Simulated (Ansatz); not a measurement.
# CsBiSe3 (model cell, started as cubic perovskite with Bi in the octahedra): following an unstable mode

Aim: this structure of CsBiSe3 (model cell, started as cubic perovskite with Bi in the octahedra) is to be tested for unstable modes, and one is followed downhill.

Main program and level: Ansatz 0.2.0; DFT PBE, scalar-relativistic, plane waves, PAW; PAW set soft_1.

The structure was built from a prototype and need not be the compound's stable phase.

### Step 1. Set-up

It takes space group Pm-3m (No. 221, cubic). The conventional cell has a = 5.646 Å, b = 5.646 Å, c = 5.646 Å, α = 90.00°, β = 90.00°, γ = 90.00°. Nearest to Cs lie 12 Se at 3.99 Å. Bi has 6 Se at 2.82 Å nearest. Nearest to Se lie 2 Bi at 2.82 Å and 4 Cs at 3.99 Å. Farther neighbours and most contacts between anions are not listed.

### Step 2. Response at finite wavevector

The cell comes from relaxations at this level that are not shown. Stability and thermal properties need the whole zone. Linear response on a 2×2×2 q mesh gives force constants as far as a supercell of that size would.

input.yaml reads:

```yaml
crystal:
  lattice:
    - [5.6457865512, 0.0, 0.0]
    - [0.0, 5.6457865512, 0.0]
    - [0.0, 0.0, 5.6457865512]
  atoms:
    - { symbol: Cs, position: [0.0, 0.0, 0.0] }
    - { symbol: Bi, position: [0.5, 0.5, 0.5] }
    - { symbol: Se, position: [0.5, 0.5, 0.0] }
    - { symbol: Se, position: [0.5, 0.0, 0.5] }
    - { symbol: Se, position: [0.0, 0.5, 0.5] }
kpoints:
  mp_grid: { grid: [6, 6, 6] }
hamiltonian:
  xc: pbe
  pseudopotentials: { kind: paw, azcp: { folder: soft_1 } }
scf:
  occupations: { method: methfessel_paxton, width: 0.2 }
output:
  eigenvalues: true
phonons:
  method: dfpt
  qmesh: [2, 2, 2]
  temperatures: { t_max: 1000, t_step: 50 }
  qpath:
    path:
      - [[0.0, 0.0, 0.0], [0.0, 0.5, 0.0], [0.5, 0.5, 0.0], [0.0, 0.0, 0.0], [0.5, 0.5, 0.5], [0.0, 0.5, 0.0]]
      - [[0.5, 0.5, 0.5], [0.5, 0.5, 0.0]]
    npoints: 10
```

Run with:

```console
$ ansatz run input.yaml --threads 4 --pin off --max-ram 16384MiB --backend cpu --events-out ev --progress --plain --runs-dir out
```

Numbers of over 12 decimals in the logs are rounded to 6 here.

The log of the run:

```text
Engine: ansatz 0.2.0, aarch64-unknown-linux-gnu
Pseudopotentials: kind: paw
Pseudopotential: Cs, paw, valence charge 9, recommended cutoff 420 eV (normal), soft_1/Cs.paw.azcp
Pseudopotential: Bi, paw, valence charge 15, recommended cutoff 420 eV (normal), soft_1/Bi.paw.azcp
Pseudopotential: Se, paw, valence charge 16, recommended cutoff 420 eV (normal), soft_1/Se.paw.azcp
Functional definition: PBE
  parameter kappa = 0.804
  parameter beta = 0.066725
  exchange = pbe_x(kappa = kappa, mu = beta*pi^2/3)
  correlation = pbe_c(beta = beta)
Crystal: 5 atoms, lattice volume = 179.959 Å³
Basis set: ecut = 420 eV, 3575 PW (Γ), exchange–correlation on 80×80×80 points (8 copies of the dense FFT grid, shifted against one another)
Bands: 44, of which v1, the nominal top of the filled ones, is band 36 counted from 1 (35 counted from 0)
Symmetry: 48 space group operations
k-points: 20 of 216
Non-local potential: Cs, projectors of the file, l = 0: 3, l = 1: 2, l = 2: 2, l = 3: 2
Non-local potential: Bi, projectors of the file, l = 0: 2, l = 1: 2, l = 2: 2, l = 3: 1
Non-local potential: Se, projectors of the file, l = 0: 2, l = 1: 2, l = 2: 3, l = 3: 1
PAW form: soft (Blöchl's): semilocal exchange-correlation on the pseudo side does not see the compensation charge
PAW one-centre angular grid: Cs, 194 points (default); XC on 64 Gauss nodes
PAW one-centre angular grid: Bi, 590 points (default); XC on 64 Gauss nodes
PAW one-centre angular grid: Se, 590 points (default); XC on 64 Gauss nodes
Initial density: superposition of atomic densities (chi_scale 0.1, normalization cell, long waves kept (reshape's long-wave potential 0.00 eV rms))
Initial wavefunctions: pseudopotential atomic-orbital guess
Functional: x = pbe(κ = 0.804, μ = 0.219515), c = pbe(β = 0.066725)
SCF iter   1: F=—  HF=-34480.315058 eV  |F-HF|=—  |Δ(HF+E_count)|=         —  Δρ=2.70e-2  dr2=3.21e0  ethr=3.10e-3  ⟨swp⟩=8.2  Hψ=3745  notcnv=0
preconditioner: auto → LDOS  [metal: Δε(μ)=0.108 eV  Ē_g=9.644 eV  σ=0.200 eV  W_gap=0.41  n_scr=32 (ndim 8)  ℏωp=15.2 eV  f_vac=0.041  D(μ)=5.31/eV (n_scr^D=32)  β→1.0]
SCF iter   2: F=—  HF=-34478.871614 eV  |F-HF|=—  |Δ(HF+E_count)|=    1.44e0  S|Δr|=    0.00e0  Δρ=1.10e-2  dr2=1.86e-1  ethr=3.10e-3  ⟨swp⟩=3.6  Hψ=1610  notcnv=0  defer=37
SCF iter   3: F=—  HF=-34478.840844 eV  |F-HF|=—  |Δ(HF+E_count)|=   3.08e-2  S|Δr|=    0.00e0  Δρ=1.89e-3  dr2=1.48e-2  ethr=2.59e-4  ⟨swp⟩=2.1  Hψ=1740  notcnv=0  defer=36
SCF iter   4: F=—  HF=-34478.835888 eV  |F-HF|=—  |Δ(HF+E_count)|=   4.96e-3  S|Δr|=    0.00e0  Δρ=5.91e-4  dr2=9.99e-4  ethr=2.06e-5  ⟨swp⟩=2.1  Hψ=1720  notcnv=0  defer=33
SCF iter   5: F=—  HF=-34478.835310 eV  |F-HF|=—  |Δ(HF+E_count)|=   5.78e-4  S|Δr|=    0.00e0  Δρ=1.95e-4  dr2=7.28e-5  ethr=1.39e-6  ⟨swp⟩=2.0  Hψ=1564  notcnv=0  defer=33
SCF iter   6: F=—  HF=-34478.835361 eV  |F-HF|=—  |Δ(HF+E_count)|=   5.07e-5  S|Δr|=    0.00e0  Δρ=4.93e-5  dr2=6.26e-6  ethr=1.01e-7  ⟨swp⟩=2.0  Hψ=1144  notcnv=0  defer=33
SCF iter   7: F=—  HF=-34478.835361 eV  |F-HF|=—  |Δ(HF+E_count)|=   6.45e-7  S|Δr|=    0.00e0  Δρ=1.76e-5  dr2=9.23e-7  ethr=8.69e-9  ⟨swp⟩=2.0  Hψ=1144  notcnv=0  defer=33
SCF iter   8: F=—  HF=-34478.835361 eV  |F-HF|=—  |Δ(HF+E_count)|=   6.16e-8  S|Δr|=    0.00e0  Δρ=3.61e-6  dr2=3.36e-8  ethr=1.28e-9  ⟨swp⟩=2.2  Hψ=1278  notcnv=0  defer=33
SCF iter   9: F=—  HF=-34478.835361 eV  |F-HF|=—  |Δ(HF+E_count)|=   4.44e-9  S|Δr|=    0.00e0  Δρ=4.35e-7  dr2=4.52e-10  ethr=4.67e-11  ⟨swp⟩=2.1  Hψ=1213  notcnv=0  defer=33
SCF iter  10: F=—  HF=-34478.835361 eV  |F-HF|=—  |Δ(HF+E_count)|=  4.37e-11  S|Δr|=    0.00e0  Δρ=1.22e-7  dr2=1.89e-11  ethr=1.00e-12  ⟨swp⟩=2.1  Hψ=1257  notcnv=0  defer=33
SCF iter  11: F=-34478.835361 eV  HF=-34478.835361 eV  |F-HF|=1.46e-11  |Δ(HF+E_count)|=    0.00e0  S|Δr|=    0.00e0  Δρ=2.16e-8  dr2=5.99e-13  ethr=1.00e-12  ⟨swp⟩=13.5  Hψ=4569  notcnv=0
SCF 1 converged in 11 iterations: F = -34478.835361 eV  dr2 = 5.99e-13
  greatest PAW one-centre occupation: 1.000 electrons in one spin orbital (limit 2), on the Se atom at site 3 (counted from 0), in its partial waves of l = 2
Initial density: read from a saved state, or passed on in memory by an earlier SCF of this step, an earlier step, the calling program or the single point that the run made first
iter 1 solved again at ethr=9.71e-8 eV; its pass at ethr=3.10e-3 eV (dr2=6.99e-5 eV) is discarded
SCF iter   1: F=—  HF=-34478.835369 eV  |F-HF|=—  |Δ(HF+E_count)|=         —  Δρ=4.23e-7  dr2=7.83e-10  ethr=9.71e-8  ⟨swp⟩=3.1  Hψ=6117  notcnv=0
eigensolver tolerance schedule: the retry pair's looser diagonalisation over-reported the residual by 89277.62 of it (diagonalisation noise at an unbounded share of the residual, at the tolerance the schedule requests for it); recorded, not acted on — ethr = c·dr2/N_el stays at c = 1.0e-1
preconditioner: auto → LDOS  [metal: Δε(μ)=0.056 eV  Ē_g=9.798 eV  σ=0.200 eV  W_gap=0.23  n_scr=32 (ndim 8)  ℏωp=15.2 eV  f_vac=0.068  D(μ)=6.32/eV (n_scr^D=56)  β→1.0]
SCF iter   2: F=—  HF=-34478.835361 eV  |F-HF|=—  |Δ(HF+E_count)|=   7.23e-6  S|Δr|=    0.00e0  Δρ=3.69e-7  dr2=5.33e-10  ethr=1.09e-12  ⟨swp⟩=4.0  Hψ=2235  notcnv=0
SCF iter   3: F=—  HF=-34478.835361 eV  |F-HF|=—  |Δ(HF+E_count)|=  1.02e-10  S|Δr|=    0.00e0  Δρ=1.82e-7  dr2=1.43e-10  ethr=1.00e-12  ⟨swp⟩=1.2  Hψ=887  notcnv=0
SCF iter   4: F=—  HF=-34478.835361 eV  |F-HF|=—  |Δ(HF+E_count)|=  1.46e-11  S|Δr|=    0.00e0  Δρ=1.21e-7  dr2=6.51e-11  ethr=1.00e-12  ⟨swp⟩=1.0  Hψ=880  notcnv=0
SCF iter   5: F=—  HF=-34478.835361 eV  |F-HF|=—  |Δ(HF+E_count)|=  1.46e-11  S|Δr|=    0.00e0  Δρ=9.14e-8  dr2=3.74e-11  ethr=1.00e-12  ⟨swp⟩=1.0  Hψ=880  notcnv=0
SCF iter   6: F=—  HF=-34478.835361 eV  |F-HF|=—  |Δ(HF+E_count)|=  7.28e-12  S|Δr|=    0.00e0  Δρ=5.77e-8  dr2=1.49e-11  ethr=1.00e-12  ⟨swp⟩=1.0  Hψ=880  notcnv=0
SCF iter   7: F=-34478.835361 eV  HF=-34478.835361 eV  |F-HF|=7.28e-12  |Δ(HF+E_count)|=    0.00e0  S|Δr|=    0.00e0  Δρ=1.36e-8  dr2=8.15e-13  ethr=1.00e-12  ⟨swp⟩=3.9  Hψ=2053  notcnv=0
SCF 2 converged in 7 iterations: F = -34478.835361 eV  dr2 = 8.15e-13
phonons: the bands overlap, so this run is a metal and interpolates without the dipole-dipole term. If the crystal is really an insulator or semiconductor, its LO-TO splitting is missing
NSCF: frozen V_eff on 20 k-points
NSCF: frozen V_eff on 64 k-points
DFPT response loops at q = (0, 0, 0) (fractional): preconditioner auto → Kerker (q_TF=auto, 2.342 Å⁻¹) (partly filled bands, converged f_vac=0.068); β = 1.00, the filter's whole step (`scf.mixing.beta` (0.50) is not read by the response loops under this deck's `scf.mixing.preconditioner`; to damp them name `kerker` or `kerker_dos`, under which they read `scf.mixing.beta`, and type it under 1.00, their step now; both keys bind the ground state too); Broyden in place of MSR1
NSCF: frozen V_eff on 128 k-points
DFPT response loops at q = (0, 0, -0.5) (fractional): mixed as the last ones told, above
NSCF: frozen V_eff on 128 k-points
DFPT response loops at q = (0, -0.5, -0.5) (fractional): mixed as the last ones told, above
NSCF: frozen V_eff on 128 k-points
DFPT response loops at q = (-0.5, -0.5, -0.5) (fractional): mixed as the last ones told, above
SCF converged after 11 iterations
Stability not checked: this state was not tested for a lower state beside it, because cold or Methfessel-Paxton smearing, or corrected tetrahedra, fill the levels in a way that the test cannot read (fill_not_monotonic; see scf.lower_state_search)
Free energy (F): -34478.835361 eV
Harris-Foulkes:  -34478.835361 eV  (|F-HF|=1.46e-11)
Internal energy: -34478.842832 eV  (E = F + TS)
E sigma→0 (E₀):  -34478.837229 eV
Entropy (-TS):   0.007471 eV (1.494 meV/atom)
Fermi energy:    5.032437 eV
--- Per-component energies (eV) ---
  E_band       = -1457.286348
  E_kinetic    = 725.400531
  E_local      = -11359.784104  (includes V_loc(G=0)·N_el)
  E_nonlocal   = -630.179106
  E_hartree    = 5605.610093
  E_xc         = -584.401833
  E_vxc        = -536.938790  (∫ρ·V_xc dr)
  E_paw        = -22114.291725  (= ΣΔE_a)
  E_vpaw       = -867.004175  (= ΣTr[D̂ρ^β])
  E_aug_tail   = -0.000905  (compensation charges beyond the density's cutoff)
  E_ewald      = -6121.195783
  E_smearing   = 0.007471  (= −TS)
  E_closure    = -0.000000  (closes the sum)
  Σ components = -34478.835361   (vs F -34478.835361, Δ=0.00e0)
--- Band table (eV; the first three rows and the last of 20) ---
  k-point 0: bands = [... 32 lower, 4.6057, 4.6057, 4.8014, 4.8014, 4.8014, 9.2108, 9.8159, 9.8159, ... 4 higher]
  k-point 1: bands = [... 32 lower, 4.5338, 4.5338, 4.6855, 4.7381, 4.7381, 9.5940, 10.0325, 10.1287, ... 4 higher]
  k-point 2: bands = [... 32 lower, 4.3811, 4.3811, 4.6088, 4.6332, 4.6332, 8.5966, 10.4868, 10.6302, ... 4 higher]
  k-point 19: bands = [... 32 lower, 4.3220, 5.4516, 5.4516, 5.4516, 6.0528, 6.0528, 6.0528, 6.2749, ... 4 higher]
--- Phonons (Γ-DFPT): 4 representative perturbations + reference (Σ response iterations 13) ---
  ASR residual: 4.270e-5 → 0.000e0 eV/Å²; symmetrization residual: 2.800e-5 eV/Å²
  ASR residual per site (eV/Å²): 2.14e-5 3.27e-5 4.27e-5 4.27e-5 4.27e-5
  Γ frequencies (cm⁻¹): -47.96 -47.96 -47.96 -5.51 -5.51 -5.51 0.00 0.00 0.00 49.79 49.79 49.79 70.11 70.11 70.11
--- Phonons (arbitrary-q DFPT): 4 irreducible q on the 2×2×2 mesh ---
  q = [0.0000, 0.0000, 0.0000] (star 1, of the zone-centre solve; hermiticity 4.90e-5, symmetrization 5.36e-11): -47.96 -47.96 -47.96 -5.51 -5.51 -5.51 -0.00 0.00 0.00 49.79 49.79 49.79 70.11 70.11 70.11
  q = [0.0000, 0.0000, -0.5000] (star 3, 9 solved perturbations in 504 linear systems a pass and spin channel, the states on 64 of 216 k-point pairs; hermiticity 1.38e-5, symmetrization 1.53e-11): -55.88 -53.10 -42.42 -42.42 -38.09 -38.09 25.26 25.26 42.53 43.98 43.98 74.79 74.79 88.22 141.64
  q = [0.0000, -0.5000, -0.5000] (star 3, 9 solved perturbations in 504 linear systems a pass and spin channel, the states on 64 of 216 k-point pairs; hermiticity 1.70e-5, symmetrization 6.32e-11): -58.64 -58.64 -38.91 -38.91 -36.69 6.35 18.49 38.59 44.88 44.88 68.68 87.02 87.02 132.72 145.67
  q = [-0.5000, -0.5000, -0.5000] (star 1, 4 solved perturbations in 184 linear systems a pass and spin channel, the states on 64 of 216 k-point pairs; hermiticity 6.93e-7, symmetrization 7.47e-11): -48.80 -48.80 -48.80 21.02 21.02 21.02 46.01 46.01 46.01 85.48 85.48 85.48 135.05 135.05 145.94
  sum rule: each row above includes the acoustic sum rule's correction from the zone centre's row sums; it moved no ω² by more than (0.38 cm⁻¹)²
  mesh force constants: q→R imaginary residual 3.31e-18; ASR residual 4.270e-5 → 0.000e0 eV/Å²; symmetrization residual 2.665e-15 eV/Å²
  interpolated dispersion: 62 rows × 15 modes
  density of states and harmonic sums: on the 12×12×12 q-mesh, interpolated from the force constants of a 2×2×2 supercell (no non-analytic term)
  largest difference from the sums on the solved wave vectors: F 1.37e-1 eV, S 1.53e-4 and C_V 2.39e-5 eV/K
  zero-point energy: 0.039280 eV/cell   skipped modes (ω ≤ 0): 480, of them read as no rigid motion or as one in doubt: 477 (5.813e0 modes/cell left out, lowest -58.64 cm⁻¹)   left out of the sums: 3.88e-1 of the cell's modes: C_V's classical limit lies that fraction below 3 k_B per atom; for a crystal, a wire or a layer, F and S can be off by more, and a phonons.interpolated_qmesh denser along its periods is the remedy for the sampling
```

Run time: 6.1 min. Hardware: 4 threads of Arm Neoverse V1, shared host; peak memory 1.7 GiB; 24 min of CPU time.

Numbers from this step:

```
volume per atom                                         : 35.99 Å³
gap on the k-mesh                                       : 0 eV
sum-rule residual before enforcement                    : 4.27e-5 eV/Å²
lowest frequency on the path                            : -58.64 cm⁻¹
point group                                             : m-3m
highest frequency on the path or at a solved wavevector : 145.9 cm⁻¹
highest optical mode at the zone centre (no LO-TO term) : 70.11 cm⁻¹
lowest optical zone-centre mode                         : -47.96 cm⁻¹
lowest mode on the q mesh (acoustic modes at Γ apart)   : -58.64 cm⁻¹
```

Frequencies (cm⁻¹) solved at each irreducible wavevector; negative means imaginary. Frequencies by wavevector, by row:

| q in reciprocal lattice units | star | mode 1 | mode 2 | mode 3 | mode 4 | mode 13 | mode 14 | mode 15 |
| --- | --- | --- | --- | --- | --- | --- | --- | --- |
| 0 0 0 | 1 | -48 | -48 | -48 | -5.5 | 70.1 | 70.1 | 70.1 |
| 0 0 -0.5 | 3 | -55.9 | -53.1 | -42.4 | -42.4 | 74.8 | 88.2 | 141.6 |
| 0 -0.5 -0.5 | 3 | -58.6 | -58.6 | -38.9 | -38.9 | 87 | 132.7 | 145.7 |
| -0.5 -0.5 -0.5 | 1 | -48.8 | -48.8 | -48.8 | 21 | 135.1 | 135.1 | 145.9 |

Interpolated from a 2×2×2 q mesh. Phonon branches along the path, in cm⁻¹:

| point | branch 1 | branch 2 | branch 3 | branch 4 | branch 12 | branch 13 | branch 14 | branch 15 |
| --- | --- | --- | --- | --- | --- | --- | --- | --- |
| Γ | -48 | -48 | -48 | -6 | 50 | 70 | 70 | 70 |
| halfway | -50 | -46 | -46 | -38 | 66 | 72 | 72 | 111 |
| X | -56 | -53 | -42 | -42 | 75 | 75 | 88 | 142 |
| halfway | -57 | -47 | -46 | -41 | 72 | 88 | 110 | 141 |
| M | -59 | -59 | -39 | -39 | 87 | 87 | 133 | 146 |
| halfway | -49 | -48 | -45 | -41 | 66 | 72 | 107 | 115 |
| Γ | -48 | -48 | -48 | -6 | 50 | 70 | 70 | 70 |
| halfway | -48 | -48 | -48 | -34 | 64 | 107 | 107 | 117 |
| R | -49 | -49 | -49 | 21 | 86 | 135 | 135 | 146 |
| halfway | -50 | -50 | -50 | -33 | 87 | 108 | 111 | 141 |
| X | -56 | -53 | -42 | -42 | 75 | 75 | 88 | 142 |
| jump to R | -49 | -49 | -49 | 21 | 86 | 135 | 135 | 146 |
| halfway | -53 | -53 | -43 | -25 | 86 | 109 | 134 | 144 |
| M | -59 | -59 | -39 | -39 | 87 | 87 | 133 | 146 |

Symmetry leaves 4 wavevectors to solve. The lowest mode among them, the acoustic zeros apart, lies at q = (0, -0.5, -0.5) and is imaginary, 58.6i cm⁻¹, so the energy falls along it.

### Step 3. The mode frozen in, largest atomic shift 0 Å

The mode followed lies at q = (0, -0.5, -0.5) with frequency 58.6i cm⁻¹ and is 2-fold degenerate, the softest among the wavevectors solved. At small amplitude the distorted cell has space group no. 65 by a symmetry search on the positions. The undistorted cell that holds it gives the zero of energy on the same k mesh.

System of this step: CsBiSe3 (model cell, started as cubic perovskite with Bi in the octahedra). The structure is cubic, space group Pm-3m (No. 221). Conventional cell: a = 5.646 Å, b = 5.646 Å, c = 5.646 Å, α = 90.00°, β = 90.00°, γ = 90.00°. Nearest to Cs lie 12 Se at 3.99 Å. Nearest to Bi lie 6 Se at 2.82 Å. Se has 2 Bi at 2.82 Å and 4 Cs at 3.99 Å nearest. Se has 2 Bi at 2.82 Å and 4 Cs at 3.99 Å nearest. Farther neighbours and most contacts between anions are not listed.

input.yaml, the sections that differ from step 2:

```yaml
crystal:
  lattice:
    - [-5.6457865512, 0.0, 0.0]
    - [0.0, -5.6457865512, -5.6457865512]
    - [0.0, -5.6457865512, 5.6457865512]
  atoms:
    - { symbol: Cs, position: [1.0, 1.0, 0.0] }
    - { symbol: Cs, position: [1.0, 0.5, 0.5] }
    - { symbol: Bi, position: [0.5, 0.0, 0.5] }
    - { symbol: Bi, position: [0.5, 0.5, 0.0] }
    - { symbol: Se, position: [0.5, 0.25, 0.25] }
    - { symbol: Se, position: [0.5, 0.75, 0.75] }
    - { symbol: Se, position: [0.5, 0.75, 0.25] }
    - { symbol: Se, position: [0.5, 0.25, 0.75] }
    - { symbol: Se, position: [1.0, 0.0, 0.5] }
    - { symbol: Se, position: [1.0, 0.5, 0.0] }
output:
  forces: true
  stress: true
  eigenvalues: true
# kpoints, hamiltonian, scf: as in step 2
# phonons: removed
```

The log of the run:

```text
[...]
Crystal: 10 atoms, lattice volume = 359.918 Å³
Basis set: ecut = 420 eV, 7107 PW (Γ), exchange–correlation on 80×108×108 points (8 copies of the dense FFT grid, shifted against one another)
Bands: 87, of which v1, the nominal top of the filled ones, is band 72 counted from 1 (71 counted from 0)
Symmetry: 32 space group operations
[...]
k-points: 40 of 216
[...]
k-point 0: bands = [... 68 lower, 4.6065, 4.7991, 4.7991, 4.8015, 5.4194, 5.6097, 6.8311, 6.8311, ... 11 higher]
  k-point 1: bands = [... 68 lower, 4.6082, 4.7009, 4.7644, 4.8114, 5.2074, 5.3210, 7.2968, 7.4360, ... 11 higher]
  k-point 2: bands = [... 68 lower, 4.5717, 4.6127, 4.6584, 4.7696, 4.8722, 5.1573, 8.2940, 8.4839, ... 11 higher]
  k-point 39: bands = [... 68 lower, 4.3157, 4.3157, 5.4164, 5.4164, 5.6028, 5.6028, 6.8262, 6.8262, ... 11 higher]
[key lines of the parts left out:]
SCF converged after 9 iterations
Free energy (F): -68957.671013 eV
Fermi energy:    5.026091 eV
P = ⅓ Tr σ = 0.1206 GPa (1.206 kbar)
```

Wall time 27 s (4 threads); peak memory 1.5 GiB; 93 s of CPU time.

This step gave:

| Item | Value |
| --- | --- |
| pressure | 0.1206 GPa |
| energy from the undistorted cell | 0 meV/atom |

The run ends at a pressure of 0.12 GPa.

### Step 4. The mode frozen in, largest atomic shift 0.6 Å

The atoms are moved along the unstable eigenvector, the largest shift by 0.6 Å, with the cell fixed.

input.yaml, the sections that differ from step 3:

```yaml
crystal:
  lattice:
    - [-5.6457865512, 0.0, 0.0]
    - [0.0, -5.6457865512, -5.6457865512]
    - [0.0, -5.6457865512, 5.6457865512]
  atoms:
    - { symbol: Cs, position: [1.0, 1.0071260072, -0.0071260072] }
    - { symbol: Cs, position: [1.0, 0.4928739928, 0.5071260072] }
    - { symbol: Bi, position: [0.5, 0.0085410106, 0.5085410106] }
    - { symbol: Bi, position: [0.5, 0.4914589894, -0.0085410106] }
    - { symbol: Se, position: [0.5, 0.25, 0.25] }
    - { symbol: Se, position: [0.5, 0.75, 0.75] }
    - { symbol: Se, position: [0.5, 0.75, 0.25] }
    - { symbol: Se, position: [0.5, 0.25, 0.75] }
    - { symbol: Se, position: [1.0, -0.0531369717, 0.4468630283] }
    - { symbol: Se, position: [1.0, 0.5531369717, 0.0531369717] }
# kpoints, hamiltonian, scf, output: as in step 3
```

The log of the run:

```text
[...]
Crystal: 10 atoms, lattice volume = 359.918 Å³
Basis set: ecut = 420 eV, 7107 PW (Γ), exchange–correlation on 80×108×108 points (8 copies of the dense FFT grid, shifted against one another)
Bands: 87, of which v1, the nominal top of the filled ones, is band 72 counted from 1 (71 counted from 0)
Symmetry: 8 space group operations
[...]
k-points: 52 of 216
[...]
k-point 0: bands = [... 68 lower, 4.6740, 4.7827, 4.9088, 5.0313, 5.4602, 5.8695, 6.4186, 6.7321, ... 11 higher]
  k-point 1: bands = [... 68 lower, 4.6961, 4.7433, 4.8740, 4.9833, 5.3352, 5.4055, 7.0409, 7.3586, ... 11 higher]
  k-point 2: bands = [... 68 lower, 4.6674, 4.7213, 4.8539, 4.8711, 5.0448, 5.2123, 8.0606, 8.4180, ... 11 higher]
  k-point 51: bands = [... 68 lower, 4.5701, 4.6448, 5.1293, 5.3008, 5.3461, 5.3911, 6.9496, 7.1459, ... 11 higher]
[key lines of the parts left out:]
SCF converged after 10 iterations
Free energy (F): -68957.803689 eV
Fermi energy:    5.105826 eV
P = ⅓ Tr σ = -0.1621 GPa (-1.621 kbar)
```

It took 33 s on 4 threads; peak memory 1.6 GiB; 2.1 min of CPU time.

Numbers from this step:

```
pressure                         : -0.1621 GPa
energy from the undistorted cell : -13.02 meV/atom
```

The energy, extrapolated to zero smearing, is -13.02 meV/atom against the undistorted cell.

The run ends at a pressure of -0.16 GPa, with forces up to 0.37 eV/Å.

[end of part 1 of 3]

[Logs are printed without paths, hosts, clocks, repeated set-up lines and the standing remarks that a program may print on its own settings, such as how far it seeks lower states.]

[Hosts, paths, dates, database ids (printed as entryN), source tags and the programs' standing remarks are cut or masked in the printed files.]
